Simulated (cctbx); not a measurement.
## What is wrong with this refinement?

Cell a = 6.0120 Å, b = 6.0120 Å, c = 58.2100 Å, α = 90.00°, β = 90.00°, γ = 120.00°; space group R-3m (no. 166). The compound is Sm5Mg19.

Simulated single-crystal data (cctbx): Mo Kα, λ = 0.71073 Å, to d = 0.84 Å, 95 % of the full sphere, strongest reflection 70000 counts, noise from counting, a 6 % proportional error and a noise floor of 15 counts (s.d.); no absorption, and some extinction, which the refinements don't model.

An anisotropic refinement with weights 1/σ² prints:

```text
Rint 0.047, 480 unique reflections to 0.84 A
cycle     R1     wR2    GooF  max shift (A)
   1  0.0207  0.0499   1.956   0.00725
   2  0.0155  0.0314   1.232   0.00039
final R1 0.0155 wR2 0.0314 GooF 1.231  parameters 31  data/parameter 15.5
atom        x        y        z      Ueq    occ   su(xyz)  su(Uiso or U11)
Sm1    0.00000  0.00000  0.15332   0.0095  1.000  0.00000  0.0001
Sm2    0.00000  0.00000  0.07923   0.0129  1.000  0.00000  0.0001
Sm3    0.00000  0.00000  0.00000   0.0144  1.000  0.00000  0.0001
Mg1    0.49993  0.50007  0.04197   0.0255  1.000  0.00010  0.0005
Mg2    0.50062  0.49938  0.12345   0.0239  1.000  0.00009  0.0004
Mg3    0.33333  0.66667  0.08138   0.0170  1.000  0.00003  0.0005
Mg4    0.00000  0.00000  0.33285   0.0247  1.000  0.00003  0.0006
Mg5    0.00000  0.00000  0.25351   0.0351  1.000  0.00004  0.0007
Mg6    0.33333  0.66667  0.16667   0.0210  1.000  0.00000  0.0008
difference map: max 0.62 min -2.35 rms 0.19
Q1    0.0000  0.0000  0.3686    6    0.62  1.78 A from Mg1
Q2    0.0000  0.0000  0.1245    6    0.61  1.68 A from Sm1
Q3    0.0000  0.0000  0.2821    6    0.43  1.66 A from Mg5
Q4    0.0000  0.0000  0.4463    6    0.42  1.84 A from Mg3
Q5    0.0000  0.0000  0.4733    6    0.40  1.55 A from Mg6
Q6    0.0000  0.4437  0.5000   18    0.38  1.93 A from Sm1
```

Q: Accept it or mend it, and why?

It can stand. The set-up had a fault (anomalous dispersion left out), but the figures of merit move little: R1 = 0.0155, wR2 = 0.0314, GooF = 1.23 against R1 = 0.0150, wR2 = 0.0299, GooF = 1.18 for the right model.

The compound is Sm5Mg19. The right model at the same level gives:

```text
Rint 0.047, 480 unique reflections to 0.84 A
cycle     R1     wR2    GooF  max shift (A)
   1  0.0201  0.0475   1.865   0.00828
   2  0.0150  0.0300   1.176   0.00043
final R1 0.0150 wR2 0.0299 GooF 1.175  parameters 31  data/parameter 15.5
atom        x        y        z      Ueq    occ   su(xyz)  su(Uiso or U11)
Sm1    0.00000  0.00000  0.15332   0.0093  1.000  0.00000  0.0001
Sm2    0.00000  0.00000  0.07923   0.0127  1.000  0.00000  0.0001
Sm3    0.00000  0.00000  0.00000   0.0142  1.000  0.00000  0.0001
Mg1    0.49992  0.50008  0.04197   0.0264  1.000  0.00009  0.0005
Mg2    0.50061  0.49939  0.12345   0.0248  1.000  0.00009  0.0004
Mg3    0.33333  0.66667  0.08136   0.0178  1.000  0.00003  0.0005
Mg4    0.00000  0.00000  0.33283   0.0254  1.000  0.00003  0.0005
Mg5    0.00000  0.00000  0.25350   0.0359  1.000  0.00003  0.0007
Mg6    0.33333  0.66667  0.16667   0.0218  1.000  0.00000  0.0007
difference map: max 0.62 min -2.34 rms 0.18
Q1    0.0000  0.0000  0.1253    6    0.62  1.63 A from Sm1
Q2    0.0000  0.0000  0.3697    6    0.54  1.76 A from Mg1
Q3    0.0000  0.0000  0.2139    6    0.37  1.75 A from Mg2
Q4    0.0000  0.0000  0.0487    6    0.36  1.78 A from Sm2
Q5    0.0000  0.5000  0.5000    9    0.36  1.90 A from Sm1
Q6    0.0000  0.0000  0.2818    6    0.33  1.65 A from Mg5
```

The model was made for the exercise: a known structure type with other elements put in, its volume estimated, not relaxed; displacement parameters are assumed.

[Middle refinement cycles are left out of these outputs.]

[Logs are printed without paths, hosts, clocks, repeated set-up lines and the standing remarks that a program may print on its own settings, such as how far it seeks lower states.]
